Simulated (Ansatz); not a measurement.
# SrCr2H2, from a guessed structure to a relaxed one

Starting from a made-up structure for SrCr2H2, the aim is the relaxed cell, its shortest contacts and, where a second run follows, its electronic structure.

Method: DFT, PBEsol, plane-wave PAW, files of the set soft_1, scalar-relativistic, ferromagnetic start, cell and ions relaxed at zero pressure; PAW set soft_1, in Ansatz 0.2.0.

### 1. The starting structure

Symmetry: P-3m1, No. 164, trigonal system. Conventional cell: a = 4.211 Å, b = 4.211 Å, c = 4.547 Å, α = 90.00°, β = 90.00°, γ = 120.00°. Nearest to Sr lie 6 H at 2.47 Å. Cr has 1 H at 1.77 Å nearest. H has 1 Cr at 1.77 Å and 3 Sr at 2.47 Å nearest. Farther neighbours are not listed.

### 2. Relaxing cell and atoms

The guess takes its coordinates from another compound and its volume from a rule, so the cell and any free coordinates are relaxed together.

Input file input.yaml:

```yaml
crystal:
  lattice:
    - [4.211, 0.0, 0.0]
    - [-2.1055, 3.646832975, 0.0]
    - [0.0, 0.0, 4.547]
  atoms:
    - { symbol: Sr, position: [0.0, 0.0, 0.0] }
    - { symbol: Cr, position: [0.666666667, 0.333333333, 0.52], spin: 3.0 }
    - { symbol: Cr, position: [0.333333333, 0.666666667, 0.48], spin: 3.0 }
    - { symbol: H, position: [0.666666667, 0.333333333, 0.9099] }
    - { symbol: H, position: [0.333333333, 0.666666667, 0.0901] }
magnetization:
  spin_polarized: true
kpoints:
  mp_grid: { grid: [7, 7, 6] }
scf:
  occupations: { method: fermi_dirac, width: 0.05 }
hamiltonian:
  xc: pbesol
  pseudopotentials: { kind: paw, azcp: { folder: soft_1 }, xc_functional: pbe }
relax:
  f_tol: 0.015
  max_steps: 70
  cell: {}
output:
  forces: true
  stress: true
```

Run with:

```console
$ ansatz run input.yaml --threads 4 --pin off --max-ram 8192MiB --backend cpu --events-out ev --progress --plain --runs-dir out
```

Numbers of over 12 decimals in the logs are rounded to 6 here.

The program printed:

```text
Engine: ansatz 0.2.0, x86_64-unknown-linux-gnu
Pseudopotentials: kind: paw
Pseudopotential: Sr, paw, valence charge 10, recommended cutoff 420 eV (normal), soft_1/Sr.paw.azcp
Pseudopotential: Cr, paw, valence charge 14, recommended cutoff 420 eV (normal), soft_1/Cr.paw.azcp
Pseudopotential: H, paw, valence charge 1, recommended cutoff 420 eV (normal), soft_1/H.paw.azcp
Functional definition: PBEsol
  exchange = pbesol_x
  correlation = pbesol_c
Crystal: 5 atoms, lattice volume = 69.827 Å³
Basis set: ecut = 420 eV, 1377 PW (Γ), exchange–correlation on 60×60×64 points (8 copies of the dense FFT grid, shifted against one another)
Bands: 28, of which v1, the nominal top of the filled ones, is band 20 counted from 1 (19 counted from 0)
Symmetry: 12 space group operations
Space group: P-3m1 (ITA 164), of the structure as read, at distance tolerance 4.1e-5 Å
Magnetic group: BNS 164.85 (UNI 1315), of the structure as read, at distance tolerance 4.1e-5 Å
k-points: 40 of 294
Non-local potential: Sr, projectors of the file, l = 0: 3, l = 1: 2, l = 2: 2
Non-local potential: Cr, projectors of the file, l = 0: 3, l = 1: 2, l = 2: 3, l = 3: 1
Non-local potential: H, projectors of the file, l = 0: 2, l = 1: 1
PAW form: soft (Blöchl's): semilocal exchange-correlation on the pseudo side does not see the compensation charge
PAW frozen core: Sr, regenerated for the run's functional, and the local potential with it (the file was generated under x = pbe(κ = 0.804, μ = 0.219515), c = pbe(β = 0.066725))
PAW frozen core: Cr, regenerated for the run's functional, and the local potential with it (the file was generated under x = pbe(κ = 0.804, μ = 0.219515), c = pbe(β = 0.066725))
PAW one-centre angular grid: Sr, 110 points (default); XC on 64 Gauss nodes
PAW one-centre angular grid: Cr, 590 points (default); XC on 64 Gauss nodes
PAW one-centre angular grid: H, 110 points (default); XC on 64 Gauss nodes
Initial density: superposition of atomic densities (chi_scale 0.1, normalization cell, long waves kept (reshape's long-wave potential 0.02 eV rms))
Starting moments: Σ|m| = 6 μB on 2 of 5 sites
Initial wavefunctions: pseudopotential atomic-orbital guess
Functional: x = pbesol(κ = 0.804, μ = 0.123457), c = pbesol(β = 0.046)
SCF iter   1: F=—  HF=-10221.434782 eV  |F-HF|=—  |Δ(HF+E_count)|=         —  Δρ=1.41e-1 (↑1.41e-1 ↓5.63e-2)  dr2=3.33e1  dr2_m=1.37e0  M=4.653 μB ∫|m|=4.735 μB  β_m=0.30  ethr=3.10e-3  ⟨swp⟩=7.5  Hψ=11917  notcnv=0
Mixer restart at iter 1: flushing history
preconditioner: auto → Kerker (q_TF=auto, 2.486 Å⁻¹)  [metal: Δε(μ)=0.007 eV  Ē_g=9.276 eV  σ=0.050 eV  W_gap=0.03  n_scr=20 (ndim 8)  ℏωp=20.8 eV  f_vac=0.000  D(μ)=5.96/eV (n_scr^D=70)]
spin=Collinear: Kerker preconditioning applied to the charge; magnetization (m = ρ↑ − ρ↓) channel mixes plain (no charge-response kernel on spin).
SCF iter   2: F=—  HF=-10219.544734 eV  |F-HF|=—  |Δ(HF+E_count)|=    1.89e0  Δρ=5.52e-2 (↑5.52e-2 ↓2.55e-2)  dr2=6.83e0  dr2_m=2.48e-1  M=4.651 μB ∫|m|=4.786 μB  β_m=0.39  ethr=3.10e-3  ⟨swp⟩=3.4  Hψ=5559  notcnv=0  defer=69
SCF iter   3: F=—  HF=-10218.447888 eV  |F-HF|=—  |Δ(HF+E_count)|=    1.10e0  Δρ=1.69e-2 (↑1.69e-2 ↓1.58e-2)  dr2=6.05e-1  dr2_m=7.22e-2  M=4.373 μB ∫|m|=4.546 μB  β_m=0.67  ethr=3.10e-3  ⟨swp⟩=3.5  Hψ=4665  notcnv=0  defer=48
SCF iter   4: F=—  HF=-10218.658699 eV  |F-HF|=—  |Δ(HF+E_count)|=   2.11e-1  Δρ=1.76e-2 (↑1.61e-2 ↓1.76e-2)  dr2=3.28e-2  dr2_m=1.74e-1  M=3.461 μB ∫|m|=3.673 μB  β_m=0.83  ethr=1.51e-3  ⟨swp⟩=2.5  Hψ=4579  notcnv=0  defer=47
SCF iter   5: F=—  HF=-10219.630803 eV  |F-HF|=—  |Δ(HF+E_count)|=         —  Δρ=4.75e-2 (↑4.36e-2 ↓4.75e-2)  dr2=3.60e-2  dr2_m=1.32e0  M=1.263 μB ∫|m|=1.375 μB  β_m=1.00  ethr=8.20e-5  ⟨swp⟩=2.5  Hψ=4533  notcnv=0  defer=47
Mixer restart at iter 5: flushing history
SCF iter   6: F=—  HF=-10219.363258 eV  |F-HF|=—  |Δ(HF+E_count)|=   2.68e-1  Δρ=1.51e-2 (↑1.51e-2 ↓6.80e-3)  dr2=5.18e-2  dr2_m=7.31e-2  M=0.878 μB ∫|m|=0.938 μB  β_m=0.83  ethr=1.25e-4  ⟨swp⟩=2.7  Hψ=4999  notcnv=0  defer=61
SCF iter   7: F=—  HF=-10219.361065 eV  |F-HF|=—  |Δ(HF+E_count)|=   2.19e-3  Δρ=9.64e-3 (↑2.42e-3 ↓9.64e-3)  dr2=4.95e-2  dr2_m=1.76e-2  M=0.728 μB ∫|m|=0.771 μB  β_m=0.88  ethr=1.25e-4  ⟨swp⟩=2.8  Hψ=4869  notcnv=0  defer=53
SCF iter   8: F=—  HF=-10219.361586 eV  |F-HF|=—  |Δ(HF+E_count)|=   5.22e-4  Δρ=7.81e-3 (↑7.81e-3 ↓1.99e-3)  dr2=3.16e-2  dr2_m=1.15e-2  M=0.590 μB ∫|m|=0.622 μB  β_m=0.87  ethr=1.24e-4  ⟨swp⟩=2.6  Hψ=4678  notcnv=0  defer=55
SCF iter   9: F=—  HF=-10219.356304 eV  |F-HF|=—  |Δ(HF+E_count)|=   5.28e-3  Δρ=1.42e-3 (↑1.42e-3 ↓9.47e-4)  dr2=2.75e-4  dr2_m=8.72e-4  M=0.403 μB ∫|m|=0.420 μB  β_m=0.94  ethr=7.91e-5  ⟨swp⟩=2.3  Hψ=4019  notcnv=0  defer=59
SCF iter  10: F=—  HF=-10219.356723 eV  |F-HF|=—  |Δ(HF+E_count)|=   4.20e-4  Δρ=6.27e-4 (↑6.27e-4 ↓4.60e-4)  dr2=4.34e-5  dr2_m=1.84e-4  M=0.291 μB ∫|m|=0.303 μB  β_m=0.97  ethr=6.86e-7  ⟨swp⟩=2.4  Hψ=4132  notcnv=0  defer=50
SCF iter  11: F=—  HF=-10219.356924 eV  |F-HF|=—  |Δ(HF+E_count)|=   2.00e-4  Δρ=3.74e-4 (↑2.91e-4 ↓3.74e-4)  dr2=1.66e-5  dr2_m=6.89e-5  M=0.202 μB ∫|m|=0.210 μB  β_m=0.98  ethr=1.09e-7  ⟨swp⟩=2.3  Hψ=3957  notcnv=0  defer=50
SCF iter  12: F=—  HF=-10219.357049 eV  |F-HF|=—  |Δ(HF+E_count)|=   1.26e-4  Δρ=2.17e-4 (↑1.62e-4 ↓2.17e-4)  dr2=1.26e-5  dr2_m=2.20e-5  M=0.116 μB ∫|m|=0.120 μB  β_m=0.99  ethr=4.15e-8  ⟨swp⟩=2.9  Hψ=4101  notcnv=0  defer=50
SCF iter  13: F=—  HF=-10219.357078 eV  |F-HF|=—  |Δ(HF+E_count)|=   2.87e-5  Δρ=9.20e-5 (↑9.20e-5 ↓4.63e-5)  dr2=6.58e-6  dr2_m=1.98e-6  M=0.021 μB ∫|m|=0.022 μB  β_m=1.00  ethr=3.15e-8  ⟨swp⟩=3.0  Hψ=4343  notcnv=0  defer=50
SCF iter  14: F=—  HF=-10219.357080 eV  |F-HF|=—  |Δ(HF+E_count)|=   1.60e-6  Δρ=4.12e-5 (↑2.44e-5 ↓4.12e-5)  dr2=2.47e-6  dr2_m=1.71e-7  M=-0.024 μB ∫|m|=0.025 μB  β_m=1.00  ethr=1.64e-8  ⟨swp⟩=2.4  Hψ=4071  notcnv=0  defer=50
SCF iter  15: F=—  HF=-10219.357080 eV  |F-HF|=—  |Δ(HF+E_count)|=   9.46e-7  Δρ=2.50e-5 (↑2.50e-5 ↓2.03e-5)  dr2=5.57e-8  dr2_m=3.13e-7  M=-0.018 μB ∫|m|=0.018 μB  β_m=1.00  ethr=6.18e-9  ⟨swp⟩=2.2  Hψ=3451  notcnv=0  defer=50
SCF iter  16: F=—  HF=-10219.357081 eV  |F-HF|=—  |Δ(HF+E_count)|=   7.66e-7  Δρ=9.74e-6 (↑9.26e-6 ↓9.74e-6)  dr2=1.20e-8  dr2_m=5.48e-8  M=-0.006 μB ∫|m|=0.006 μB  β_m=1.00  ethr=1.39e-10  ⟨swp⟩=3.2  Hψ=4611  notcnv=0  defer=50
SCF iter  17: F=—  HF=-10219.357081 eV  |F-HF|=—  |Δ(HF+E_count)|=   5.89e-8  Δρ=2.44e-6 (↑2.38e-6 ↓2.44e-6)  dr2=1.26e-9  dr2_m=3.42e-9  M=0.003 μB ∫|m|=0.003 μB  β_m=1.00  ethr=2.99e-11  ⟨swp⟩=3.7  Hψ=4693  notcnv=0  defer=50
[...]
relax step  11: F+E_penalty+E_count = -10220.51097980 eV  Δ(F+E_penalty+E_count) = -1.873e-3 eV  max|allowed force component| = 5.681e-2 eV/Å  Δτ_max = 0.0081 Å  P = -0.101 GPa  Ω = 65.876 Å³  energy of the carried Pulay correction = -1.893e-4 eV  (9 SCF iters, dr2 threshold 5.00e-7 eV, accepted)
relax step  12: F+E_penalty+E_count = -10220.51114676 eV  Δ(F+E_penalty+E_count) = -1.670e-4 eV  max|allowed force component| = 3.358e-2 eV/Å  Δτ_max = 0.0052 Å  P = -0.053 GPa  Ω = 65.833 Å³  energy of the carried Pulay correction = -1.703e-4 eV  (8 SCF iters, dr2 threshold 2.02e-7 eV, accepted)
relax step  13: F+E_penalty+E_count = -10220.51124374 eV  Δ(F+E_penalty+E_count) = -9.699e-5 eV  max|allowed force component| = 3.927e-3 eV/Å  Δτ_max = 0.0022 Å  P = +0.010 GPa  Ω = 65.787 Å³  energy of the carried Pulay correction = -1.512e-4 eV  (8 SCF iters, dr2 threshold 7.05e-8 eV, accepted)
Basis set: ecut = 420 eV, 1255 PW (Γ), exchange–correlation on 50×50×80 points (8 copies of the dense FFT grid, shifted against one another)
iter 1 solved again at ethr=1.22e-6 eV; its pass at ethr=3.10e-3 eV (dr2=4.89e-4 eV) is discarded
SCF iter   1: F=—  HF=-10220.511325 eV  |F-HF|=—  |Δ(HF+E_count)|=         —  Δρ=1.68e-4 (↑1.68e-4 ↓1.68e-4)  dr2=1.61e-6  dr2_m=2.09e-11  M=0.000 μB ∫|m|=0.000 μB  β_m=0.65  ethr=1.22e-6  ⟨swp⟩=3.4  Hψ=17406  notcnv=0
eigensolver tolerance schedule: the retry pair's looser diagonalisation over-reported the residual by 302.60 of it (diagonalisation noise at 0.14 of the residual, at the tolerance the schedule requests for it); recorded, not acted on — ethr = c·dr2/N_el stays at c = 1.0e-1
preconditioner: auto → none  [metal: Δε(μ)=0.024 eV  Ē_g=8.742 eV  σ=0.050 eV  W_gap=0.12  n_scr=8 (ndim 8)  ℏωp=21.5 eV  f_vac=0.000  D(μ)=1.80/eV (n_scr^D=8)]
SCF iter   2: F=—  HF=-10220.511393 eV  |F-HF|=—  |Δ(HF+E_count)|=   6.79e-5  Δρ=5.89e-5 (↑5.89e-5 ↓5.89e-5)  dr2=3.02e-7  dr2_m=6.63e-12  M=0.000 μB ∫|m|=0.000 μB  β_m=0.61  ethr=4.02e-9  ⟨swp⟩=2.5  Hψ=3724  notcnv=0
SCF iter   3: F=—  HF=-10220.511402 eV  |F-HF|=—  |Δ(HF+E_count)|=   9.62e-6  Δρ=1.39e-5 (↑1.38e-5 ↓1.39e-5)  dr2=2.50e-7  dr2_m=2.37e-12  M=0.000 μB ∫|m|=0.000 μB  β_m=0.47  ethr=7.54e-10  ⟨swp⟩=2.6  Hψ=4003  notcnv=0
SCF iter   4: F=—  HF=-10220.511403 eV  |F-HF|=—  |Δ(HF+E_count)|=   3.15e-7  Δρ=8.15e-7 (↑8.15e-7 ↓8.02e-7)  dr2=5.07e-10  dr2_m=1.26e-12  M=0.000 μB ∫|m|=0.000 μB  β_m=0.47  ethr=6.25e-10  ⟨swp⟩=2.0  Hψ=2883  notcnv=0
SCF iter   5: F=—  HF=-10220.511415 eV  |F-HF|=—  |Δ(HF+E_count)|=   1.28e-5  Δρ=3.04e-7 (↑3.04e-7 ↓2.86e-7)  dr2=2.88e-10  dr2_m=5.87e-13  M=0.000 μB ∫|m|=0.000 μB  β_m=0.54  ethr=1.27e-12  ⟨swp⟩=2.9  Hψ=4135  notcnv=0
SCF iter   6: F=—  HF=-10220.511415 eV  |F-HF|=—  |Δ(HF+E_count)|=  4.15e-10  Δρ=2.03e-7 (↑2.03e-7 ↓1.75e-7)  dr2=1.82e-10  dr2_m=2.54e-13  M=-0.000 μB ∫|m|=0.000 μB  β_m=0.69  ethr=1.00e-12  ⟨swp⟩=1.3  Hψ=2270  notcnv=0
SCF iter   7: F=—  HF=-10220.511415 eV  |F-HF|=—  |Δ(HF+E_count)|=  2.66e-10  Δρ=7.86e-8 (↑7.86e-8 ↓6.72e-8)  dr2=2.73e-11  dr2_m=2.81e-14  M=-0.000 μB ∫|m|=0.000 μB  β_m=0.71  ethr=1.00e-12  ⟨swp⟩=2.0  Hψ=2870  notcnv=0
SCF iter   8: F=—  HF=-10220.511415 eV  |F-HF|=—  |Δ(HF+E_count)|=  4.37e-11  Δρ=3.66e-8 (↑3.66e-8 ↓3.25e-8)  dr2=4.13e-12  dr2_m=3.61e-15  M=-0.000 μB ∫|m|=0.000 μB  β_m=0.86  ethr=1.00e-12  ⟨swp⟩=1.0  Hψ=2240  notcnv=0
SCF iter   9: F=-10220.511415 eV  HF=-10220.511415 eV  |F-HF|=0.00e0  |Δ(HF+E_count)|=  1.09e-11  Δρ=2.62e-8 (↑2.62e-8 ↓2.56e-8)  dr2=2.90e-12  dr2_m=6.38e-17  M=0.000 μB ∫|m|=0.000 μB  ethr=1.00e-12  ⟨swp⟩=3.0  Hψ=6553  notcnv=0
the starting moments were not kept: the SCF closed with an absolute magnetisation of 1.6e-8 μB, where they sum to 6 μB in size (2 sites). That is at most 0.1 of that sum. Measured as dr2_m measures the in/out step, that magnetisation stands 4.8e-17 eV from none, at or under the dr2_threshold of 5.0e-11 eV: it is no larger than a step whose dr2_m would equal this threshold.
SCF 14 converged in 9 iterations: F = -10220.511415 eV  dr2 = 2.90e-12
relax step  14: F+E_penalty+E_count = -10220.51141539 eV  Δ(F+E_penalty+E_count) = -1.716e-4 eV  max|allowed force component| = 3.825e-3 eV/Å  Δτ_max = 0.0000 Å  P = +0.011 GPa  Ω = 65.787 Å³  stress off target by 1.80e-2 GPa  SCF on the basis re-selected at this cell (its energy is not comparable with the rows above)  (9 SCF iters)
basis re-selected at this cell: Δ(F+E_penalty+E_count) = -1.716e-4 eV, ΔP = +0.001 GPa vs the last step (what re-selecting the basis moved, of the pressure what is left beyond the Pulay correction that the steps carried, after the strain that the cell walked since its last selection, with what the two solves' SCF thresholds leave and, on support functions, any second-order correction that the steps lacked; it is no measure of the basis error at this ecutwfc). The dense FFT grid was sized anew with the basis: this SCF ran on 25×25×40 points, the steps before it on 27×27×36, so part of this shift can come from that change (see relax.cell in the input reference). [rest of the remark cut]
SCF converged after 9 iterations
Magnetization: 0.0000 μB (20.0000 up, 20.0000 down)
Absolute magnetization: 0.0000 μB (∫|ρ↑−ρ↓|, with the PAW one-centre terms)
Spin contamination: 0.0000 ħ² per cell (⟨S²⟩ above its minimum at these occupations)
Per-site moments (μB) at R_I (Å): [(-4.4730792280272125e-10, 0.971771), (3.161169970487258e-9, 0.672024), (3.16116986859153e-9, 0.672024), (1.1298976379299182e-10, 0.672024), (1.1298984699201963e-10, 0.672024)]
Free energy (F): -10220.511415 eV
Harris-Foulkes:  -10220.511415 eV  (|F-HF|=0.00e0)
Internal energy: -10220.496943 eV  (E = F + TS)
E sigma→0 (E₀):  -10220.504179 eV
Entropy (-TS):   -0.014472 eV (-2.894 meV/atom)
Fermi energy:    10.754825 eV
--- Per-component energies (eV) ---
  E_band       = -560.024207
  E_kinetic    = 877.955879
  E_local      = -4683.139604  (includes V_loc(G=0)·N_el)
  E_nonlocal   = 328.707050
  E_hartree    = 1992.640561
  E_xc         = -422.110229
  E_vxc        = -473.317134  (∫ρ·V_xc dr)
  E_paw        = -5029.435509  (= ΣΔE_a)
  E_vpaw       = -595.511790  (= ΣTr[D̂ρ^β])
  E_aug_tail   = 0.000127  (compensation charges beyond the density's cutoff)
  E_ewald      = -3285.569564
  E_core_change = 0.454347  (= ΣΔE_core)
  E_smearing   = -0.014472  (= −TS)
  E_closure    = 0.000000  (closes the sum)
  Σ components = -10220.511415   (vs F -10220.511415, Δ=0.00e0)
--- Forces (eV/Å), atoms counted from 1 ---
  atom   1  Sr     0.00000000     0.00000000     0.00000000
  atom   2  Cr     0.00000000     0.00000000     0.00382514
  atom   3  Cr    -0.00000000    -0.00000000    -0.00382514
  atom   4  H      0.00000000     0.00000000    -0.00352387
  atom   5  H     -0.00000000    -0.00000000     0.00352387
  max |Σ_I F_I| component: 8.67e-19 eV/Å
--- Stress (GPa, compression-positive) ---
        0.017965      -0.000000      -0.000000
       -0.000000       0.017965       0.000000
        0.000000       0.000000      -0.002406
  P = ⅓ Tr σ = 0.0112 GPa (0.112 kbar)
--- Relaxed structure (12 steps of the walk, 12 accepted, 2 SCFs on fresh bases) ---
  F+E_penalty+E_count = -10220.51141539 eV   max|allowed force component| = 3.825e-3 eV/Å   (the final SCF, on the basis selected at the relaxed cell)
  cell:  # Å, volume = 65.7875 Å³
    - [3.737754, 0, 2.6005510275365033e-17]
    - [-1.868877, 3.236990, -1.300275513768251e-17]
    - [2.808051655842708e-17, 0, 5.437397]
  atoms:
    - { symbol: Sr, position: [0, 0, 0] }
    - { symbol: Cr, position: [0.666667, 0.333333, 0.526597] }
    - { symbol: Cr, position: [0.333333, 0.666667, 0.473403] }
    - { symbol: H, position: [0.666667, 0.333333, 0.826216] }
    - { symbol: H, position: [0.333333, 0.666667, 0.173784] }
```

Wall time 48 s (4 threads of Intel Xeon Platinum 8375C at 2.90GHz (Ice Lake), shared host); peak memory 0.52 GiB; 2.9 min of CPU time.

The steps of the relaxation:

```
step  energy less that of the first step (eV)  largest force component (eV/Å)  pressure (GPa)  volume (Å³)
   1                                   0.0000                          0.8015           -9.65        69.83
   2                                  -0.5768                          0.4524           -2.50        64.14
   3                                  -0.9010                          0.0587            1.97        62.64
   4                                  -1.0593                          0.1536            2.26        62.97
   5                                  -1.1294                          0.1938            0.96        64.63
   6                                  -1.1331                          0.1767           -0.34        65.54
   7                                  -1.1364                          0.0262            0.00        65.33
   8                                  -1.1367                          0.0054            0.05        65.31
   9                                  -1.1367                          0.0051            0.00        65.36
 10*                                  -1.1520                          0.0270            0.42        65.36
  11                                  -1.1539                          0.0568           -0.10        65.88
  12                                  -1.1541                          0.0336           -0.05        65.83
  13                                  -1.1542                          0.0039            0.01        65.79
 14*                                  -1.1543                          0.0038            0.01        65.79
```

Relaxation steps marked * repeat the geometry before them on a plane-wave basis chosen anew for their cell, so energy and pressure can jump there.

Forces are held to the 12 operations that the run works with; a distortion that breaks them can't arise in this run.

```
     cell as run  before  after   change
           a (Å)   4.211  3.738  -11.2 %
           b (Å)   4.211  3.738  -11.2 %
           c (Å)   4.547  5.437  +19.6 %
volume (Å³/atom)   13.97  13.16   -5.8 %
```

The atoms that moved most (Å, as changes of fractional coordinates times the final cell):

```
atom     dx     dy      dz  length
  H4  0.000  0.000  -0.455   0.455
  H5  0.000  0.000   0.455   0.455
 Cr3  0.000  0.000  -0.036   0.036
 Cr2  0.000  0.000   0.036   0.036
```

The relaxed structure:

```xyz
5
Lattice="3.7378 0.0000 0.0000 -1.8689 3.2370 0.0000 0.0000 0.0000 5.4374" Properties=species:S:1:pos:R:3 pbc="T T T"
Sr    0.0000    0.0000    0.0000
Cr    1.8689    1.0790    2.8633
Cr    0.0000    2.1580    2.5741
H     1.8689    1.0790    4.4925
H     0.0000    2.1580    0.9449
```

Numbers from this step:

```yaml
free_energy: -10220.5114 eV
energy_at_zero_smearing: -10220.5042 eV
smearing_term_ts: 0.01447 eV
fermi_energy: 10.75 eV
electrons: 40
symmetry_operations: 12
pressure: 0.01117 GPa
```

Shortest distances by pair of elements, guess and relaxed (not always the same contact):

```
 pair  guess (Å)  relaxed (Å)
 Cr–H      1.773        1.629
Cr–Cr      2.438        2.177
 H–Sr      2.465        2.356
  H–H      2.566        2.869
Cr–Sr      3.267        3.359
```

The relaxation ends with a largest force component of 0.0038 eV/Å and a pressure of 0.01 GPa. No moment survives the cycle: this start ends non-magnetic.

### 3. Outcome

```yaml
space_group_relaxed: P-3m1
conventional_cell: a = 3.738, b = 3.738, c = 5.437 Å; α = 90.0°, β = 90.0°, γ = 120.0°
volume_per_atom: 13.16 Å³ (guess 13.97)
total_moment: 0.00 μB in the cell of 5 atoms
```

What this shows: SrCr2H2 relaxes to P-3m1 with a = 3.738, b = 3.738 and c = 5.437 Å. The guessed volume was 6 % too large. The space group P-3m1 was held in the relaxation, so the end point is a stationary structure within it and may be a saddle against distortions or other arrangements. The moments died out from this one start and weren't seeded again at the relaxed cell. Mesh and cutoff weren't tested. A vector of the cell changed its length by 20 %, more than the volume shows. No dispersion term is used, so weakly bound directions may come out too long. Nothing here tests whether the compound is stable against decomposition.

[Logs are printed without paths, hosts, clocks, repeated set-up lines and the standing remarks that a program may print on its own settings, such as how far it seeks lower states.]

[Hosts, paths, dates, database ids (printed as entryN), source tags and the programs' standing remarks are cut or masked in the printed files.]
